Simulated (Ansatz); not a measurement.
# Work function of K(111): what the settings cost and change

How thick a slab and how much vacuum does the work function of K(111) need?

Method: plane-wave DFT, PBE, Ansatz PAW, in Ansatz 0.2.0.

Report form: inputs, costs, results and the conclusion, without the logs.

**1. The system as given**

The cell holds 1 atom: 1 K. Cell: a = 7.396 Å, b = 7.396 Å, c = 18.000 Å, α = 90.0°, β = 90.0°, γ = 60.0°. Vacuum lies along c.

**2. Slab, setting 1 layer**

A work function rests on the faint tail of the density, so the SCF threshold is tight. The slab grows from one layer, at fixed mesh and 18 Å of vacuum; then the vacuum is varied on one slab.

input.yaml reads:

```yaml
crystal:
  lattice:
    - [7.3963369312, 0.0, 0.0]
    - [3.6981684656, 6.4054156774, 0.0]
    - [0.0, 0.0, 18.0]
  atoms:
    - { symbol: K, position: [0.6666666667, 0.6666666667, 0.5] }
kpoints:
  mp_grid: { grid: [7, 7, 1] }
hamiltonian:
  xc: pbe
scf:
  occupations: { method: fermi_dirac, width: 0.1 }
  convergence: { dr2_threshold: 1.0e-09 }
efield:
  axis: 3
  dipole_correction: true
  ramp_position: 0.97
  ramp_width: 0.06
output:
  write_potential: true
  write_density: true
  volumetric_format: npy
  elf: true
```

Started as:

```sh
$ ansatz run input.yaml --threads 2 --pin off --max-ram 3072MiB --backend cpu --events-out ev --progress --plain --runs-dir out
```

The job ended after 16 s (2 threads of Arm Neoverse N1, shared host; peak memory 0.61 GiB; 22 s of CPU time).

Read from the output:

```yaml
energy_at_zero_smearing: -1537.0066 eV
work_function_upper_face: 2.393 eV
```

Running mean over 1.51 Å of the planar mean; the ramp of the sawtooth is left out. Electron's electrostatic potential energy less the Fermi level against z:

z (Å), electron's electrostatic potential energy less the Fermi level (eV) and a bar from the least value:
```
     2.88       2.39 ##############################
     3.31       2.39 ##############################
     3.74       2.39 ##############################
     4.18       2.39 ##############################
     4.61       2.38 ##############################
     5.04       2.37 ##############################
     5.47       2.35 ##############################
     5.90       2.32 #############################
     6.19       2.28 #############################
     6.62       2.19 ############################
     7.06       2.03 ##########################
     7.49       1.74 ######################
     7.92       1.18 ################
     8.35       0.41 #######
     8.78      -0.17 
     9.22      -0.17 
     9.65       0.41 #######
    10.08       1.18 ################
    10.51       1.74 ######################
    10.94       2.03 ##########################
    11.38       2.19 ############################
    11.81       2.28 #############################
    12.10       2.32 #############################
    12.53       2.35 ##############################
    12.96       2.37 ##############################
    13.39       2.38 ##############################
    13.82       2.39 ##############################
    14.26       2.39 ##############################
    14.69       2.39 ##############################
    15.12       2.39 ##############################
```

Electrostatic potential energy in the ca plane at fractional y = 0.667, with atoms of K within 0.2 Å of it. With pseudopotentials it is smooth inside the atoms' cores, unlike the true potential.

Values in eV, 10 rows by 16 columns, each cell a mean:
```
 0.4  0.4  0.4  0.4  0.4  0.3 -0.2 -1.0 -1.1 -0.3  0.2  0.4  0.4  0.4  0.4  0.4
 0.4  0.4  0.4  0.4  0.4  0.1 -1.0 -4.3 -4.8 -1.4  0.0  0.3  0.4  0.4  0.4  0.4
 0.4  0.4  0.4  0.4  0.3 -0.1 -2.1 -7.4 -7.8 -3.0 -0.2  0.3  0.4  0.4  0.4  0.4
 0.4  0.4  0.4  0.4  0.3 -0.1 -2.4 -7.7 -7.9 -3.5 -0.3  0.3  0.4  0.4  0.4  0.4
 0.4  0.4  0.4  0.4  0.3  0.0 -1.5 -6.0 -6.7 -2.1 -0.1  0.3  0.4  0.4  0.4  0.4
 0.4  0.4  0.4  0.4  0.4  0.2 -0.4 -1.9 -2.1 -0.7  0.1  0.4  0.4  0.4  0.4  0.4
 0.4  0.4  0.4  0.4  0.4  0.4  0.2 -0.2 -0.2  0.1  0.4  0.4  0.4  0.4  0.4  0.4
 0.4  0.4  0.4  0.5  0.5  0.5  0.4  0.4  0.4  0.4  0.5  0.5  0.5  0.4  0.4  0.4
 0.4  0.4  0.4  0.5  0.5  0.5  0.5  0.5  0.5  0.5  0.5  0.5  0.5  0.5  0.4  0.4
 0.4  0.4  0.4  0.4  0.4  0.4  0.3  0.1  0.1  0.3  0.4  0.4  0.4  0.4  0.4  0.4
```
Columns run along c (18.0 Å; values clipped at the 3rd and 97th percentile), rows up along a (7.4 Å). Atoms in or near the plane, at fractional coordinates: K at (0.50, 0.67).

Valence density in the ca plane at fractional y = 0.667, with atoms of K within 0.2 Å of it. It is the smooth field of the valence electrons, not physical close to the nuclei.

Ten steps, logarithmic in the rise over the least value, from '0' (0.0 e/Å³) to '9' (4.1 e/Å³), each cell a mean:
```
00000000000000000000000000000000000000000000
00000000000000000000000000000000000000000000
00000000000000000000122110000000000000000000
00000000000000000001356421000000000000000000
00000000000000000013689741000000000000000000
00000000000000000014799962000000000000000000
00000000000000000013799852000000000000000000
00000000000000000002578631000000000000000000
00000000000000000001244310000000000000000000
00000000000000000000011100000000000000000000
00000000000000000000000000000000000000000000
00000000000000000000000000000000000000000000
00000000000000000000000000000000000000000000
00000000000000000000000000000000000000000000
00000000000000000000000000000000000000000000
00000000000000000000000000000000000000000000
00000000000000000000000000000000000000000000
00000000000000000000000000000000000000000000
```
Columns run along c (18.0 Å), rows up along a (7.4 Å). Atoms in or near the plane, at fractional coordinates: K at (0.50, 0.67).

ELF in the ca plane at fractional y = 0.667, with atoms of K within 0.2 Å of it. It is the smooth field of the valence electrons, not physical close to the nuclei.

Ten even steps from '0' (0.00) to '9' (0.87), each cell a mean:
```
00000000000012467764221235787532100000000000
00000000000135788631000001478864210000000000
00000000001257997300122100158986320000000000
00000000002468985101588730027998531000000000
00000000012579983004999971016998641000000000
00000000013589972006987982015999742000000000
00000000013589983005998982015999742000000000
00000000012579984002799851026998631000000000
00000000001368996200255410148997421000000000
00000000000246898410001000368875310000000000
00000000000124678742100113688753100000000000
00000000000012356776443456776421000000000000
00000000000000124566666666543210000000000000
00000000000000012344555554321100000000000000
00000000000000001233444443211000000000000000
00000000000000011234455443221000000000000000
00000000000000112455666665432100000000000000
00000000000001235677666667664310000000000000
```
Columns run along c (18.0 Å), rows up along a (7.4 Å). Atoms in or near the plane, at fractional coordinates: K at (0.50, 0.67).

The work function is 2.393 eV.

**3. A slab with a gap, cutoff 420 eV, k-mesh 7×7×1**

System of this step: K(111). The cell holds 2 atoms: 2 K. Cell: a = 7.396 Å, b = 7.396 Å, c = 19.510 Å, α = 90.0°, β = 90.0°, γ = 60.0°. Vacuum lies along c.

Setting: 2 layers. This slab comes out with a gap on the mesh, so it has no work function in the usual sense and stays out of the series.

input.yaml, the sections that differ from step 2:

```yaml
crystal:
  lattice:
    - [7.3963369312, 0.0, 0.0]
    - [3.6981684656, 6.4054156774, 0.0]
    - [0.0, 0.0, 19.5097709539]
  atoms:
    - { symbol: K, position: [0.6666666667, 0.6666666667, 0.4613073122] }
    - { symbol: K, position: [0.0, 0.0, 0.5386926878] }
output:
  write_potential: true
  write_density: true
  volumetric_format: npy
# kpoints, hamiltonian, scf, efield: as in step 2
```

Run time: 20 s. Hardware: 2 threads; peak memory 0.66 GiB; 28 s of CPU time.

This step gave:

```yaml
energy_at_zero_smearing: -3074.7903 eV
```

The gap is 0.31 eV.

**4. Slab, 3 atoms**

System of this step: K(111). The cell holds 3 atoms: 3 K. Its edges and angles: a = 7.396 Å, b = 7.396 Å, c = 21.020 Å, α = 90.0°, β = 90.0°, γ = 60.0°. Vacuum lies along c.

input.yaml, the sections that differ from step 3:

```yaml
crystal:
  lattice:
    - [7.3963369312, 0.0, 0.0]
    - [3.6981684656, 6.4054156774, 0.0]
    - [0.0, 0.0, 21.0195419079]
  atoms:
    - { symbol: K, position: [0.3333333333, 0.3333333333, 0.4281729849] }
    - { symbol: K, position: [0.6666666667, 0.6666666667, 0.5] }
    - { symbol: K, position: [0.0, 0.0, 0.5718270151] }
# kpoints, hamiltonian, scf, efield, output: as in step 3
```

Run time: 28 s. Hardware: 2 threads; peak memory 0.73 GiB; 38 s of CPU time.

The work function of the upper face is 2.13 eV.

**5. Run, 4 atoms**

System of this step: K(111). The cell holds 4 atoms: 4 K. Cell: a = 7.396 Å, b = 7.396 Å, c = 22.529 Å, α = 90.0°, β = 90.0°, γ = 60.0°. Vacuum lies along c.

input.yaml, the sections that differ from step 4:

```yaml
crystal:
  lattice:
    - [7.3963369312, 0.0, 0.0]
    - [3.6981684656, 6.4054156774, 0.0]
    - [0.0, 0.0, 22.5293128618]
  atoms:
    - { symbol: K, position: [0.0, 0.0, 0.3994795605] }
    - { symbol: K, position: [0.3333333333, 0.3333333333, 0.4664931868] }
    - { symbol: K, position: [0.6666666667, 0.6666666667, 0.5335068132] }
    - { symbol: K, position: [0.0, 0.0, 0.6005204395] }
# kpoints, hamiltonian, scf, efield, output: as in step 4
```

Wall time 35 s (2 threads); peak memory 0.86 GiB; 52 s of CPU time.

The work function is 2.289 eV, +0.155 eV from the run “3 layers”, at 1.4 times its CPU time.

**6. Slab, 5 atoms**

System of this step: K(111). The cell holds 5 atoms: 5 K. Its edges and angles: a = 7.396 Å, b = 7.396 Å, c = 24.039 Å, α = 90.0°, β = 90.0°, γ = 60.0°. Vacuum lies along c.

input.yaml, the sections that differ from step 5:

```yaml
crystal:
  lattice:
    - [7.3963369312, 0.0, 0.0]
    - [3.6981684656, 6.4054156774, 0.0]
    - [0.0, 0.0, 24.0390838157]
  atoms:
    - { symbol: K, position: [0.6666666667, 0.6666666667, 0.3743903083] }
    - { symbol: K, position: [0.0, 0.0, 0.4371951541] }
    - { symbol: K, position: [0.3333333333, 0.3333333333, 0.5] }
    - { symbol: K, position: [0.6666666667, 0.6666666667, 0.5628048459] }
    - { symbol: K, position: [0.0, 0.0, 0.6256096917] }
# kpoints, hamiltonian, scf, efield, output: as in step 5
```

Run time: 44 s. Hardware: 2 threads; peak memory 0.96 GiB.

The work function is 2.216 eV, -0.073 eV from the run “4 layers”, at 1.3 times its CPU time.

**7. Run, 6 atoms**

System of this step: K(111). The cell holds 6 atoms: 6 K. Its edges and angles: a = 7.396 Å, b = 7.396 Å, c = 25.549 Å, α = 90.0°, β = 90.0°, γ = 60.0°. Vacuum lies along c.

input.yaml, the sections that differ from step 6:

```yaml
crystal:
  lattice:
    - [7.3963369312, 0.0, 0.0]
    - [3.6981684656, 6.4054156774, 0.0]
    - [0.0, 0.0, 25.5488547697]
  atoms:
    - { symbol: K, position: [0.3333333333, 0.3333333333, 0.3522662789] }
    - { symbol: K, position: [0.6666666667, 0.6666666667, 0.4113597673] }
    - { symbol: K, position: [0.0, 0.0, 0.4704532558] }
    - { symbol: K, position: [0.3333333333, 0.3333333333, 0.5295467442] }
    - { symbol: K, position: [0.6666666667, 0.6666666667, 0.5886402327] }
    - { symbol: K, position: [0.0, 0.0, 0.6477337211] }
# kpoints, hamiltonian, scf, efield, output: as in step 6
```

Elapsed: 60 s, on 2 threads; peak memory 1.1 GiB; 90 s of CPU time.

The work function is 2.190 eV, -0.026 eV from the run “5 layers”, at 1.4 times its CPU time.

**8. Run, 8 atoms**

System of this step: K(111). The cell holds 8 atoms: 8 K. Cell: a = 7.396 Å, b = 7.396 Å, c = 28.568 Å, α = 90.0°, β = 90.0°, γ = 60.0°. Vacuum lies along c.

input.yaml, the sections that differ from step 7:

```yaml
crystal:
  lattice:
    - [7.3963369312, 0.0, 0.0]
    - [3.6981684656, 6.4054156774, 0.0]
    - [0.0, 0.0, 28.5683966775]
  atoms:
    - { symbol: K, position: [0.6666666667, 0.6666666667, 0.3150334302] }
    - { symbol: K, position: [0.0, 0.0, 0.3678810216] }
    - { symbol: K, position: [0.3333333333, 0.3333333333, 0.4207286129] }
    - { symbol: K, position: [0.6666666667, 0.6666666667, 0.4735762043] }
    - { symbol: K, position: [0.0, 0.0, 0.5264237957] }
    - { symbol: K, position: [0.3333333333, 0.3333333333, 0.5792713871] }
    - { symbol: K, position: [0.6666666667, 0.6666666667, 0.6321189784] }
    - { symbol: K, position: [0.0, 0.0, 0.6849665698] }
# kpoints, hamiltonian, scf, efield, output: as in step 7
```

Wall time 81 s (2 threads); peak memory 1.3 GiB.

The work function is 2.201 eV, +0.011 eV from the run “6 layers”, at 1.4 times its CPU time.

**9. Run, 10 atoms**

System of this step: K(111). The cell holds 10 atoms: 10 K. Its edges and angles: a = 7.396 Å, b = 7.396 Å, c = 31.588 Å, α = 90.0°, β = 90.0°, γ = 60.0°. Vacuum lies along c.

input.yaml, the sections that differ from step 8:

```yaml
crystal:
  lattice:
    - [7.3963369312, 0.0, 0.0]
    - [3.6981684656, 6.4054156774, 0.0]
    - [0.0, 0.0, 31.5879385854]
  atoms:
    - { symbol: K, position: [0.0, 0.0, 0.2849188774] }
    - { symbol: K, position: [0.3333333333, 0.3333333333, 0.3327146824] }
    - { symbol: K, position: [0.6666666667, 0.6666666667, 0.3805104874] }
    - { symbol: K, position: [0.0, 0.0, 0.4283062925] }
    - { symbol: K, position: [0.3333333333, 0.3333333333, 0.4761020975] }
    - { symbol: K, position: [0.6666666667, 0.6666666667, 0.5238979025] }
    - { symbol: K, position: [0.0, 0.0, 0.5716937075] }
    - { symbol: K, position: [0.3333333333, 0.3333333333, 0.6194895126] }
    - { symbol: K, position: [0.6666666667, 0.6666666667, 0.6672853176] }
    - { symbol: K, position: [0.0, 0.0, 0.7150811226] }
# kpoints, hamiltonian, scf, efield, output: as in step 8
```

Wall time 2 min (2 threads); peak memory 1.6 GiB; 3.3 min of CPU time.

The work function is 2.236 eV, +0.035 eV from the run “8 layers”, at 1.5 times its CPU time.

**10. Slab, 13 atoms**

System of this step: K(111). The cell holds 13 atoms: 13 K. Its edges and angles: a = 7.396 Å, b = 7.396 Å, c = 36.117 Å, α = 90.0°, β = 90.0°, γ = 60.0°. Vacuum lies along c.

input.yaml, the sections that differ from step 9:

```yaml
crystal:
  lattice:
    - [7.3963369312, 0.0, 0.0]
    - [3.6981684656, 6.4054156774, 0.0]
    - [0.0, 0.0, 36.1172514472]
  atoms:
    - { symbol: K, position: [0.0, 0.0, 0.2491883972] }
    - { symbol: K, position: [0.3333333333, 0.3333333333, 0.290990331] }
    - { symbol: K, position: [0.6666666667, 0.6666666667, 0.3327922648] }
    - { symbol: K, position: [0.0, 0.0, 0.3745941986] }
    - { symbol: K, position: [0.3333333333, 0.3333333333, 0.4163961324] }
    - { symbol: K, position: [0.6666666667, 0.6666666667, 0.4581980662] }
    - { symbol: K, position: [0.0, 0.0, 0.5] }
    - { symbol: K, position: [0.3333333333, 0.3333333333, 0.5418019338] }
    - { symbol: K, position: [0.6666666667, 0.6666666667, 0.5836038676] }
    - { symbol: K, position: [0.0, 0.0, 0.6254058014] }
    - { symbol: K, position: [0.3333333333, 0.3333333333, 0.6672077352] }
    - { symbol: K, position: [0.6666666667, 0.6666666667, 0.709009669] }
    - { symbol: K, position: [0.0, 0.0, 0.7508116028] }
# kpoints, hamiltonian, scf, efield, output: as in step 9
```

The job ended after 3.2 min (2 threads; peak memory 2.1 GiB; 5.6 min of CPU time).

The work function is 2.224 eV, -0.012 eV from the run “10 layers”, at 1.7 times its CPU time.

(Part 1 of 2 ends here.)

[Long decimals in the printed logs are rounded to 6 places.]

[Logs are printed without paths, hosts, clocks, repeated set-up lines and the standing remarks that a program may print on its own settings, such as how far it seeks lower states.]

[Hosts, paths, dates, database ids (printed as entryN), source tags and the programs' standing remarks are cut or masked in the printed files.]

[Maps of the electrostatic potential energy from Ansatz leave out the sawtooth potential of an applied field or a dipole correction, so their vacuum need not be flat; planar profiles and work functions include it.]
